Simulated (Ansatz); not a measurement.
# Na on Pt(111): change of the work function, part 3 of 3

How does Na on the fcc site change the work function of Pt(111) as the layer fills?

Ansatz 0.2.0; plane-wave DFT, PBE, Ansatz PAW.

So far, work function, upper face (eV): step 2 (the clean slab) 5.70; step 3 (37 atoms, coverage 0.111 ML, cell 3x3) 3.20.

## Step 4: The covered slab, k-mesh 6×6×1, coverage 0.25 ML

System of this step: Na/Pt(111). The cell holds 17 atoms: 16 Pt and 1 Na. Cell: a = 5.544 Å, b = 5.544 Å, c = 27.573 Å, α = 90.0°, β = 90.0°, γ = 60.0°. Vacuum lies along c.

Another coverage, to see how the dipoles act on each other as their distance changes.

input.yaml reads:

```yaml
crystal:
  lattice:
    - [5.5437171645, 1.0e-10, 0.0]
    - [2.7718585822, 4.8009998959, 0.0]
    - [0.0, 0.0, 27.5728452664]
  atoms:
    - { symbol: Pt, position: [0.0, 0.0, 0.3264080987] }
    - { symbol: Pt, position: [0.1666666667, 0.1666666667, 0.4084893288] }
    - { symbol: Pt, position: [0.3333333333, 0.3333333333, 0.4921498822] }
    - { symbol: Pt, position: [0.0, 0.0, 0.576853542] }
    - { symbol: Pt, position: [0.0, 0.5, 0.3264080987] }
    - { symbol: Pt, position: [0.1666666667, 0.6666666667, 0.4084893288] }
    - { symbol: Pt, position: [0.3333333333, 0.8333333333, 0.4921498822] }
    - { symbol: Pt, position: [0.0, 0.5, 0.576853542] }
    - { symbol: Pt, position: [0.5, 0.0, 0.3264080987] }
    - { symbol: Pt, position: [0.6666666667, 0.1666666667, 0.4084893288] }
    - { symbol: Pt, position: [0.8333333333, 0.3333333333, 0.4921498822] }
    - { symbol: Pt, position: [0.5, 0.0, 0.576853542] }
    - { symbol: Pt, position: [0.5, 0.5, 0.3264080987] }
    - { symbol: Pt, position: [0.6666666667, 0.6666666667, 0.4084893288] }
    - { symbol: Pt, position: [0.8333333333, 0.8333333333, 0.4921498822] }
    - { symbol: Pt, position: [0.5, 0.5, 0.576853542] }
    - { symbol: Na, position: [0.1666666667, 0.1666666667, 0.6735919013] }
kpoints:
  mp_grid: { grid: [6, 6, 1] }
hamiltonian:
  xc: pbe
scf:
  occupations: { method: fermi_dirac, width: 0.1 }
  convergence: { dr2_threshold: 1.0e-08 }
efield:
  axis: 3
  dipole_correction: true
  ramp_position: 0.97
  ramp_width: 0.06
relax:
  f_tol: 0.02
  max_steps: 60
  constraints: [{ sites: [0, 1, 4, 5, 8, 9, 12, 13] }]
output:
  dos: { projected: true, e_range: [-8, 4] }
  write_potential: true
  write_density: true
  volumetric_format: npy
  elf: true
```

Run with:

```sh
> ansatz run input.yaml --threads 4 --pin off --max-ram 16384MiB --backend cpu --events-out ev --progress --plain --runs-dir out
```

The program printed:

```text
[...]
Crystal: 17 atoms, lattice volume = 733.862 Å³
Basis set: ecut = 420 eV, 14373 PW (Γ), exchange–correlation on 80×80×384 points (8 copies of the dense FFT grid, shifted against one another)
Bands: 179, of which v1, the nominal top of the filled ones, is band 149 counted from 1 (148 counted from 0)
Symmetry: 6 space group operations
[...]
k-points: 7 of 36 (time reversal used)
[...]
SCF iter   1: F=—  HF=-201851.638471 eV  |F-HF|=—  |Δ(HF+E_count)|=         —  Δρ=7.68e-3  dr2=6.89e0  ethr=1.77e-3  p=0.531 e·Å  D=1.31e-1 V/Å  ΔV_dip=-3.61 eV  dr2_dipole=2.30e0  V_vac-E_F(+/−)=1.56/5.17 eV  ⟨swp⟩=7.6  Hψ=5188  notcnv=0  defer=45
[...]
SCF iter  13: F=-201851.574617 eV  HF=-201851.574617 eV  |F-HF|=6.11e-10  |Δ(HF+E_count)|=   4.37e-9  Δρ=2.46e-7  dr2=2.57e-9  ethr=3.37e-12  p=0.575 e·Å  D=1.42e-1 V/Å  ΔV_dip=-3.91 eV  dr2_dipole=3.62e-11  V_vac-E_F(+/−)=1.75/5.66 eV  ⟨swp⟩=15.3  Hψ=8757  notcnv=0
SCF 1 converged in 13 iterations: F = -201851.574617 eV  dr2 = 2.57e-9
[...]
relax step   1: F+E_penalty+E_count = -201851.57461735 eV  Δ(F+E_penalty+E_count) = +0.000e0 eV  max|allowed force component| = 7.869e-1 eV/Å  Δτ_max = 0.0000 Å  (13 SCF iters, accepted)
[...]
SCF iter   1: F=—  HF=-201851.691541 eV  |F-HF|=—  |Δ(HF+E_count)|=         —  Δρ=3.55e-3  dr2=3.10e-1  ethr=8.77e-5  p=0.575 e·Å  D=1.42e-1 V/Å  ΔV_dip=-3.91 eV  dr2_dipole=8.71e-2  V_vac-E_F(+/−)=1.77/5.68 eV  ⟨swp⟩=1.3  Hψ=3722  notcnv=0  defer=75
[...]
eigensolver tolerance schedule calibrated: the retry pair's looser diagonalisation under-reported the residual by θ = 0.16 (0.10/decade); ethr = c·dr2/N_el runs at the constant in force after the calibration composes with the one it found (an armed cap, an earlier calibration), c = 9.4e-2
[...]
SCF iter   2: F=—  HF=-201851.682591 eV  |F-HF|=—  |Δ(HF+E_count)|=   8.95e-3  Δρ=1.47e-3  dr2=4.60e-2  ethr=8.77e-5  p=0.584 e·Å  D=1.44e-1 V/Å  ΔV_dip=-3.97 eV  dr2_dipole=9.31e-3  V_vac-E_F(+/−)=1.70/5.67 eV  ⟨swp⟩=2.0  Hψ=1982  notcnv=0  defer=75
[...]
SCF iter  12: F=-201851.677791 eV  HF=-201851.677791 eV  |F-HF|=1.60e-9  |Δ(HF+E_count)|=   3.20e-9  Δρ=2.95e-7  dr2=2.30e-9  ethr=3.16e-12  p=0.594 e·Å  D=1.46e-1 V/Å  ΔV_dip=-4.04 eV  dr2_dipole=2.54e-11  V_vac-E_F(+/−)=1.62/5.66 eV  ⟨swp⟩=13.6  Hψ=8195  notcnv=0
SCF 2 converged in 12 iterations: F = -201851.677791 eV  dr2 = 2.30e-9
[...]
relax step   2: F+E_penalty+E_count = -201851.67779092 eV  Δ(F+E_penalty+E_count) = -1.032e-1 eV  max|allowed force component| = 5.380e-1 eV/Å  Δτ_max = 0.1222 Å  (12 SCF iters, accepted)
SCF iter   1: F=—  HF=-201851.725223 eV  |F-HF|=—  |Δ(HF+E_count)|=         —  Δρ=1.66e-3  dr2=1.12e-1  ethr=1.39e-3  p=0.594 e·Å  D=1.46e-1 V/Å  ΔV_dip=-4.04 eV  dr2_dipole=2.87e-2  V_vac-E_F(+/−)=1.63/5.67 eV  ⟨swp⟩=4.0  Hψ=2374  notcnv=0  defer=68
[...]
SCF iter  11: F=-201851.725876 eV  HF=-201851.725876 eV  |F-HF|=2.18e-9  |Δ(HF+E_count)|=   2.31e-8  Δρ=5.01e-7  dr2=6.09e-9  ethr=3.37e-12  p=0.583 e·Å  D=1.44e-1 V/Å  ΔV_dip=-3.96 eV  dr2_dipole=2.50e-11  V_vac-E_F(+/−)=1.69/5.66 eV  ⟨swp⟩=14.3  Hψ=8896  notcnv=0
SCF 3 converged in 11 iterations: F = -201851.725876 eV  dr2 = 6.09e-9
relax step   3: F+E_penalty+E_count = -201851.72587598 eV  Δ(F+E_penalty+E_count) = -4.809e-2 eV  max|allowed force component| = 1.343e-1 eV/Å  Δτ_max = 0.1965 Å  (11 SCF iters, accepted)
[...]
relax step   4: F+E_penalty+E_count = -201851.72898693 eV  Δ(F+E_penalty+E_count) = -3.111e-3 eV  max|allowed force component| = 3.445e-2 eV/Å  Δτ_max = 0.0197 Å  (10 SCF iters, accepted)
SCF iter   1: F=—  HF=-201851.728407 eV  |F-HF|=—  |Δ(HF+E_count)|=         —  Δρ=4.28e-4  dr2=7.43e-4  ethr=8.33e-6  p=0.587 e·Å  D=1.45e-1 V/Å  ΔV_dip=-3.99 eV  dr2_dipole=6.07e-5  V_vac-E_F(+/−)=1.67/5.66 eV  ⟨swp⟩=2.1  Hψ=2187  notcnv=0  defer=65
[...]
SCF iter   8: F=-201851.729357 eV  HF=-201851.729357 eV  |F-HF|=3.64e-9  |Δ(HF+E_count)|=   2.12e-9  Δρ=6.11e-7  dr2=7.95e-9  ethr=3.37e-12  p=0.587 e·Å  D=1.45e-1 V/Å  ΔV_dip=-3.99 eV  dr2_dipole=2.06e-10  V_vac-E_F(+/−)=1.67/5.66 eV  ⟨swp⟩=11.6  Hψ=9495  notcnv=0
SCF 5 converged in 8 iterations: F = -201851.729357 eV  dr2 = 7.95e-9
relax step   5: F+E_penalty+E_count = -201851.72935713 eV  Δ(F+E_penalty+E_count) = -3.702e-4 eV  max|allowed force component| = 1.215e-3 eV/Å  Δτ_max = 0.0060 Å  (8 SCF iters, accepted)
[...]
SCF converged after 8 iterations
Free energy (F): -201851.729357 eV
[...]
Internal energy: -201850.861804 eV  (E = F + TS)
E sigma→0 (E₀):  -201851.295581 eV
Entropy (-TS):   -0.867553 eV (-51.033 meV/atom)
Fermi energy:    5.427401 eV
Dipole field:    D = 0.144721 V/Å  (p = 0.586926 e·Å, saw-weighted, corrected)
Work function:   Φ+ = 1.6656 eV   Φ− = 5.6560 eV
[...]
--- Forces (eV/Å), atoms counted from 1 ---
  atom   1  Pt     0.00307417     0.00177487    -0.48798969
  atom   2  Pt    -0.00000000    -0.00000000     0.53021264
  atom   3  Pt     0.00031071     0.00017939     0.00018157
  atom   4  Pt    -0.00105203    -0.00060739    -0.00027935
  atom   5  Pt     0.00000000    -0.00354975    -0.48798969
  atom   6  Pt     0.03476741    -0.02007297     0.46802014
  atom   7  Pt     0.00000000    -0.00035878     0.00018157
  atom   8  Pt    -0.00000000     0.00121477    -0.00027935
  atom   9  Pt    -0.00307417     0.00177487    -0.48798969
  atom  10  Pt    -0.00000000     0.04014594     0.46802014
  atom  11  Pt    -0.00031071     0.00017939     0.00018157
  atom  12  Pt     0.00105203    -0.00060739    -0.00027935
  atom  13  Pt     0.00000000     0.00000000    -0.46958243
  atom  14  Pt    -0.03476741    -0.02007297     0.46802014
  atom  15  Pt    -0.00000000     0.00000000    -0.00012904
  atom  16  Pt     0.00000000    -0.00000000    -0.00054038
  atom  17  Na    -0.00000000    -0.00000000     0.00028346
  max |Σ_I F_I| component: 4.23e-5 eV/Å
--- Band table (eV; the first three rows and the last of 7) ---
  k-point 0: bands = [... 145 lower, 5.7670, 5.7670, 6.0167, 6.0195, 6.0195, 6.0503, 6.0508, 6.0508, ... 26 higher]
  k-point 1: bands = [... 145 lower, 5.5184, 5.5353, 5.5463, 5.5552, 5.7132, 5.7496, 5.7507, 5.7832, ... 26 higher]
  k-point 2: bands = [... 145 lower, 5.0230, 5.0609, 5.3998, 5.4165, 5.4184, 5.4775, 5.7178, 5.7296, ... 26 higher]
  k-point 6: bands = [... 145 lower, 5.0081, 5.0348, 5.0622, 5.0670, 5.1100, 5.1509, 5.1696, 5.1795, ... 26 higher]
--- Relaxed structure (5 steps of the walk, 5 accepted, 0 SCFs on fresh bases) ---
  F+E_penalty+E_count = -201851.72935713 eV   max|allowed force component| = 1.215e-3 eV/Å
  atoms:
    - { symbol: Pt, position: [-1.795949e-17, -1.795949e-17, 0.326408] }
    - { symbol: Pt, position: [0.166667, 0.166667, 0.408489] }
    - { symbol: Pt, position: [0.333673, 0.333673, 0.492722] }
    - { symbol: Pt, position: [-0.00171073, -0.00171073, 0.577326] }
    - { symbol: Pt, position: [0.0, 0.5, 0.326408] }
    - { symbol: Pt, position: [0.166667, 0.666667, 0.408489] }
    - { symbol: Pt, position: [0.333673, 0.832654, 0.492722] }
    - { symbol: Pt, position: [-0.00171073, 0.503421, 0.577326] }
    - { symbol: Pt, position: [0.500000, -1.795949e-17, 0.326408] }
    - { symbol: Pt, position: [0.666667, 0.166667, 0.408489] }
    - { symbol: Pt, position: [0.832654, 0.333673, 0.492722] }
    - { symbol: Pt, position: [0.503421, -0.00171073, 0.577326] }
    - { symbol: Pt, position: [0.500000, 0.5, 0.326408] }
    - { symbol: Pt, position: [0.666667, 0.666667, 0.408489] }
    - { symbol: Pt, position: [0.833333, 0.833333, 0.491728] }
    - { symbol: Pt, position: [0.500000, 0.5, 0.579618] }
    - { symbol: Na, position: [0.166667, 0.166667, 0.662726] }
```

It took 3 min on 4 threads of Arm Neoverse V1, shared host; peak memory 3.1 GiB; 12 min of CPU time.

Step by step:

| step | energy less that of the first step (eV) | largest force component (eV/Å) |
| --- | --- | --- |
| 1 | 0.0000 | 0.7869 |
| 2 | -0.1032 | 0.5380 |
| 3 | -0.1513 | 0.1343 |
| 4 | -0.1544 | 0.0345 |
| 5 | -0.1547 | 0.0012 |

Forces are held to the 6 operations that the program found; a distortion that breaks them can't arise in this run.

The atoms that moved most (Å):

| atom | dx | dy | dz | length |
| --- | --- | --- | --- | --- |
| Na17 | 0.000 | 0.000 | -0.300 | 0.300 |
| Pt16 | 0.000 | 0.000 | 0.076 | 0.076 |
| Pt12 | 0.014 | -0.008 | 0.013 | 0.021 |
| Pt4 | -0.014 | -0.008 | 0.013 | 0.021 |
| Pt8 | 0.000 | 0.016 | 0.013 | 0.021 |
| Pt7 | 0.000 | -0.003 | 0.016 | 0.016 |
| Pt3 | 0.003 | 0.002 | 0.016 | 0.016 |
| Pt11 | -0.003 | 0.002 | 0.016 | 0.016 |

The relaxed structure:

```cif
data_structure
_symmetry_space_group_name_H-M 'P 1'
_symmetry_Int_Tables_number 1
_cell_length_a 5.5437
_cell_length_b 5.5437
_cell_length_c 27.5728
_cell_angle_alpha 90.000
_cell_angle_beta 90.000
_cell_angle_gamma 60.000
_cell_volume 733.86
loop_
_atom_site_label
_atom_site_type_symbol
_atom_site_fract_x
_atom_site_fract_y
_atom_site_fract_z
_atom_site_occupancy
Pt1 Pt 0.00000 0.00000 0.32641 1
Pt2 Pt 0.16667 0.16667 0.40849 1
Pt3 Pt 0.33367 0.33367 0.49272 1
Pt4 Pt 0.99829 0.99829 0.57733 1
Pt5 Pt 0.00000 0.50000 0.32641 1
Pt6 Pt 0.16667 0.66667 0.40849 1
Pt7 Pt 0.33367 0.83265 0.49272 1
Pt8 Pt 0.99829 0.50342 0.57733 1
Pt9 Pt 0.50000 0.00000 0.32641 1
Pt10 Pt 0.66667 0.16667 0.40849 1
Pt11 Pt 0.83265 0.33367 0.49272 1
Pt12 Pt 0.50342 0.99829 0.57733 1
Pt13 Pt 0.50000 0.50000 0.32641 1
Pt14 Pt 0.66667 0.66667 0.40849 1
Pt15 Pt 0.83333 0.83333 0.49173 1
Pt16 Pt 0.50000 0.50000 0.57962 1
Na17 Na 0.16667 0.16667 0.66273 1
```

This step gave:

| Property | Result |
| --- | --- |
| energy at zero smearing | -201851.2956 eV |
| work function, upper face | 1.666 eV |
| work function, lower face | 5.656 eV |
| dipole along the normal | 0.5869 e·Å |
| step between the vacuum levels | -3.990 eV |

Running mean over 2.263 Å of the planar mean; the ramp of the sawtooth is left out. Table of electron's electrostatic potential energy less the Fermi level by z:

| z (Å) | electron's electrostatic potential energy less the Fermi level (eV) |
| --- | --- |
| 3.5 | 5.66 |
| 4.0 | 5.66 |
| 4.5 | 5.66 |
| 5.0 | 5.65 |
| 5.5 | 5.64 |
| 6.0 | 5.60 |
| 6.5 | 5.40 |
| 7.0 | 4.58 |
| 7.5 | 1.20 |
| 8.0 | -4.98 |
| 8.5 | -9.98 |
| 9.0 | -11.6 |
| 9.5 | -11.9 |
| 10.0 | -12.1 |
| 10.5 | -12.1 |
| 11.0 | -12.2 |
| 11.5 | -12.1 |
| 12.0 | -11.7 |
| 12.5 | -11.5 |
| 13.0 | -11.8 |
| 13.5 | -12.0 |
| 14.0 | -11.7 |
| 14.5 | -11.0 |
| 15.0 | -10.9 |
| 15.5 | -11.5 |
| 16.0 | -11.5 |
| 16.5 | -9.84 |
| 17.0 | -5.35 |
| 17.5 | -0.698 |
| 18.0 | 1.14 |
| 18.5 | 1.01 |
| 19.0 | 0.776 |
| 19.5 | 1.12 |
| 20.0 | 1.48 |
| 20.5 | 1.58 |
| 21.0 | 1.62 |
| 21.5 | 1.65 |
| 22.0 | 1.66 |
| 22.5 | 1.66 |
| 23.0 | 1.66 |
| 23.5 | 1.66 |
| 24.0 | 1.67 |

The density of states has structure finer than the step of the table below, so its rows give means over 0.25 eV. Peaks (eV: height): -3.220: 49.5, -3.130: 45.6, -3.070: 50.9, -3.010: 52.9, -2.950: 66.7, -1.950: 42.9, -0.540: 44.3.

Density of states against energy, zero at the Fermi level; means over each step:

| energy (eV) | density of states (states/eV a cell) |
| --- | --- |
| -7.75 | 2.19 |
| -7.50 | 2.20 |
| -7.25 | 2.56 |
| -7.00 | 5.45 |
| -6.75 | 10.1 |
| -6.50 | 11.0 |
| -6.25 | 14.4 |
| -6.00 | 17.0 |
| -5.75 | 25.9 |
| -5.50 | 21.5 |
| -5.25 | 16.3 |
| -5.00 | 14.2 |
| -4.75 | 18.9 |
| -4.50 | 17.4 |
| -4.25 | 22.2 |
| -4.00 | 22.1 |
| -3.75 | 26.9 |
| -3.50 | 27.7 |
| -3.25 | 35.7 |
| -3.00 | 41.9 |
| -2.75 | 24.2 |
| -2.50 | 16.1 |
| -2.25 | 23.8 |
| -2.00 | 26.6 |
| -1.75 | 18.7 |
| -1.50 | 23.3 |
| -1.25 | 29.9 |
| -1.00 | 27.6 |
| -0.75 | 19.8 |
| -0.50 | 25.7 |
| -0.25 | 29.4 |
| 0.00 | 30.1 |
| 0.25 | 15.5 |
| 0.50 | 8.87 |
| 0.75 | 9.05 |
| 1.00 | 3.86 |
| 1.25 | 3.67 |
| 1.50 | 7.29 |
| 1.75 | 8.71 |

Projected DOS per atom over height of the atomic layer and energy from the Fermi level. Layers: Pt4 Pt4 Pt4 Pt4 Na from below.

Ten even steps from '_' (0.00 states/eV) to '@' (2.56 states/eV), each cell a mean:
```
..........
________::
........--
::::::::__
**%%##++..
**++==##__
##++++##__
##==++##__
**--++**__
++====**__
%%==++##__
@@####@@__
********__
--++**==__
====++==__
----==--__
==****==__
--**++::__
::====..__
..::....__
__________
__________
```
Columns: height of the atomic layer (Å) from 9 to 18.3; rows upwards: energy from the Fermi level (eV) from -7.96 to 1.95.

Electrostatic potential energy in the ca plane at fractional y = 0.167, with atoms of Pt and Na within 0.2 Å of it. With pseudopotentials it is smooth inside the atoms' cores, unlike the true potential.

Ten even steps from '0' (-56 eV) to '9' (9 eV), each cell a mean:
```
46899989999755799855689999999999999999999999
46899888999755799865689999999999999999999999
78998545899877899877899999999999999999999999
89985101589989999999999999999999999999999999
99983000289999999999999999999999999999999999
99984000389999999999999999999999999999999999
88987313699888999988899999999999999999999999
57899878999766899865799999999999999999999999
46899999998644799854689999999999999999999999
57898777899766799876799999899999999999999999
88987313689888999988899986689999999999999999
99984000389999999999999840168999999999999999
99983000289999999999999830058999999999999999
89985101589999999999999863378999999999999999
78998646899877899877899988889999999999999999
```
Columns run along c (16.0 Å, from fractional 0.33 to 0.91 of the cell; values clipped at the 3rd and 97th percentile), rows up along a (5.5 Å). Atoms in or near the plane, at fractional coordinates: Pt at (0.41, 0.17), Pt at (0.41, 0.67), Na at (0.66, 0.17).

Valence density in the ca plane at fractional y = 0.167, with atoms of Pt and Na within 0.2 Å of it. It is the smooth field of the valence electrons, not physical close to the nuclei.

Ten steps, logarithmic in the rise over the least value, from '0' (0 e/Å³) to '9' (15 e/Å³), each cell a mean:
```
54322232222455422355431100000000000000000000
54322232222455422345431000000000000000000000
43223555322344322234321000000000000000000000
22235787532222211222211000000000000000000000
22236898632222111122211000000000000000000000
22236898632222111122211000000000000000000000
33224676422233211233321000000000000000000000
54222343222344322345421000000000000000000000
54322222222455422355431000000000000000000000
44222343222344322344421101100000000000000000
32224676422233221233221135520000000000000000
22236898632222111122211269851000000000000000
22236898632222111122211279951000000000000000
22235787532222211222211157730000000000000000
43223455322344322234321112200000000000000000
```
Columns run along c (16.0 Å, from fractional 0.33 to 0.91 of the cell), rows up along a (5.5 Å). Atoms in or near the plane, at fractional coordinates: Pt at (0.41, 0.17), Pt at (0.41, 0.67), Na at (0.66, 0.17).

ELF in the ca plane at fractional y = 0.167, with atoms of Pt and Na within 0.2 Å of it. It is the smooth field of the valence electrons, not physical close to the nuclei.

Values, 8 rows by 16 columns, each cell a mean:
```
0.37 0.23 0.27 0.23 0.41 0.28 0.33 0.37 0.24 0.04 0.03 0.05 0.02 0.00 0.00 0.00
0.27 0.31 0.48 0.27 0.30 0.23 0.25 0.29 0.22 0.10 0.05 0.03 0.01 0.00 0.00 0.00
0.25 0.40 0.67 0.30 0.25 0.16 0.21 0.28 0.17 0.08 0.04 0.02 0.01 0.00 0.00 0.00
0.27 0.32 0.50 0.27 0.28 0.22 0.25 0.29 0.22 0.11 0.05 0.02 0.01 0.00 0.00 0.00
0.37 0.23 0.27 0.23 0.41 0.28 0.33 0.37 0.24 0.04 0.03 0.05 0.02 0.00 0.00 0.00
0.27 0.31 0.48 0.27 0.29 0.23 0.25 0.30 0.16 0.38 0.06 0.05 0.04 0.01 0.00 0.00
0.25 0.40 0.66 0.30 0.24 0.16 0.20 0.29 0.25 0.46 0.18 0.04 0.04 0.01 0.00 0.00
0.27 0.32 0.50 0.27 0.28 0.22 0.25 0.30 0.17 0.41 0.07 0.05 0.04 0.01 0.00 0.00
```
Columns run along c (16.0 Å, from fractional 0.33 to 0.91 of the cell), rows up along a (5.5 Å). Atoms in or near the plane, at fractional coordinates: Pt at (0.41, 0.17), Pt at (0.41, 0.67), Na at (0.66, 0.17).

The relaxation took 5 steps and lowered the energy by 0.15 eV; the largest force on the free atoms ends at 0.0012 eV/Å.

By hand: a sheet of dipoles makes a step −p/(ε₀A) in the electron's potential. With e/ε₀ = 180.95 V·Å, p = 0.5869 e·Å and A = 26.62 Å², that is −180.95 × (0.5869) / 26.62 = -3.990 eV, and the two vacuum levels of the run differ by -3.990 eV.

The covered face has 1.67 eV, -4.04 eV against the clean one; the bare back face has moved by -0.02 eV, a measure of how thin the slab is.

## Step 5: Work function against coverage

This step: plane-wave DFT, PBE, Ansatz PAW; work function against coverage (Ansatz 0.2.0).

The runs are now put side by side.

This step gave:

- work function of the clean face: 5.703 eV
- largest change of the work function: -4.037 eV

Work function of the covered face against coverage:

| coverage (adsorbates/nm²) | work function of the covered face (eV) |
| --- | --- |
| 0.00 | 5.70 |
| 1.67 | 3.20 |
| 3.76 | 1.67 |

The dipole per adsorbate comes from the change of the cell's dipole. Coverage, by row:

| coverage (1/nm²) | coverage (ML) | work function (eV) | change (eV) | dipole per adsorbate, positive end outwards (debye) | mean height of the added atoms over the highest substrate atom (Å) |
| --- | --- | --- | --- | --- | --- |
| 1.67 | 0.1111 | 3.204 | -2.499 | 3.937 | 2.41 |
| 3.757 | 0.25 | 1.666 | -4.037 | 2.841 | 2.292 |

## Step 6: What came out

- work function of the clean face: 5.70 eV
- work function at 0.11 ML: 3.20 eV
- work function at 0.25 ML: 1.67 eV
- dipole per adsorbate at 0.11 ML, positive end outwards: 3.94 D

In words: Na lowers the work function of Pt(111) at the lowest coverage, by 2.50 eV: the adsorbate layer has its positive end outwards. The slab has 4 layers, at the tabulated experimental lattice constant, one starting site was run, and quantum-size effects of a slab this thin can reach one or two tenths of an eV.

[Long decimals in the printed logs are rounded to 6 places.]

[Logs are printed without paths, hosts, clocks, repeated set-up lines and the standing remarks that a program may print on its own settings, such as how far it seeks lower states.]

[Hosts, paths, dates, database ids (printed as entryN), source tags and the programs' standing remarks are cut or masked in the printed files.]

[Maps of the electrostatic potential energy from Ansatz leave out the sawtooth potential of an applied field or a dipole correction, so their vacuum need not be flat; planar profiles and work functions include it.]

[The density of states shown here was stored with 400 of the rows of the run's finer table, so its peaks can read low, often by over a quarter, or be missed, and its means over a window can be off by a tenth or more.]
